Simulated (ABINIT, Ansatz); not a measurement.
Entries from a set of simulations; values are calculated unless marked as measured.

### Quasiparticle gap of Rb2LiAlF6 (Fm-3m) in ABINIT

Symmetry: Fm-3m, No. 225, cubic system. Conventional cell: a = 8.228 Å, b = 8.228 Å, c = 8.228 Å, α = 90.00°, β = 90.00°, γ = 90.00°. Nearest to Rb lie 12 F at 2.92 Å. Nearest to Li lie 6 F at 2.26 Å. Nearest to Al lie 6 F at 1.86 Å. Nearest to F lie 1 Al at 1.86 Å and 1 Li at 2.26 Å and 4 Rb at 2.92 Å. Farther neighbours, and contacts between anions beyond the nearest, are not listed.

* method: RPA screening on PBEsol, plane waves, norm-conserving pseudopotentials (and 2 further levels or steps)
* program: ABINIT 10.8.3
* settings: cutoff 36 Ha, PseudoDojo scalar-relativistic 0.4.1 standard, norm-conserving, ngkpt (2, 2, 2), nband 259, ecuteps 6.5 Ha, inclvkb 2, shiftk (0, 0, 0), symchi 1, awtr 1, frequency ppm, 2×2×2 k-mesh
* cost: 5 runs, 8.2 min in all on 4 MPI ranks of Arm Neoverse V1, shared host
* notes: The program’s warnings: nproc spkpt=  >= nkpt= * nsppol=. The cell and positions are those that the Materials Project relaxed with its own functionals (PBE, PBE+U or r2SCAN), kept fixed. Limits: no spin-orbit coupling. The 2×2×2 mesh is coarse for this cell, which bears on the long-range parts of exchange and screening.
* PBEsol gap: 7.11 eV, direct
* G0W0 gap on the mesh: 10.78 eV
* GW settings: 2×2×2 mesh, 259 bands, screening to 176.9 eV, Godby-Needs plasmon pole
* known limits: short of the basis limit; no spin-orbit coupling; coarse k mesh

G0W0 moves the gap on the mesh from 7.11 eV to 10.78 eV (+3.68 eV), with Z of 0.82 and 0.89 at the edges. Local fields lower the RPA ε∞ on this mesh from 2.29 to 2.09; a Γ-centred mesh this coarse tends to raise both, most where the direct gap is narrow, while a short band sum lowers them.

[Paths, hosts, dates, memory and timing lines, banners, echoed tables and standing remarks are left out of the program output; an Ansatz launch command may be rebuilt from the run's recorded settings. Measured values are a selection of at most five: reports struck by readers or far from the other reports are left out. None is set beside runs whose start may be inverted or whose files or cutoffs have a known fault.]

[Runs of the session that timed out or met a known fault of the program may be left out.]

[Hosts, paths, dates, database ids (printed as entryN), source tags and the programs' standing remarks are cut or masked in the printed files.]

[G0W0 gaps are taken among the corrected bands and points alone; a level outside them can change the order at an edge.]

[Where Ansatz stands beside ABINIT at settings called matched, ABINIT's density can come from a denser mesh and the files from another edition; pairs whose starting gaps differed by over 0.03 eV were left out, so agreement reads better than it is.]
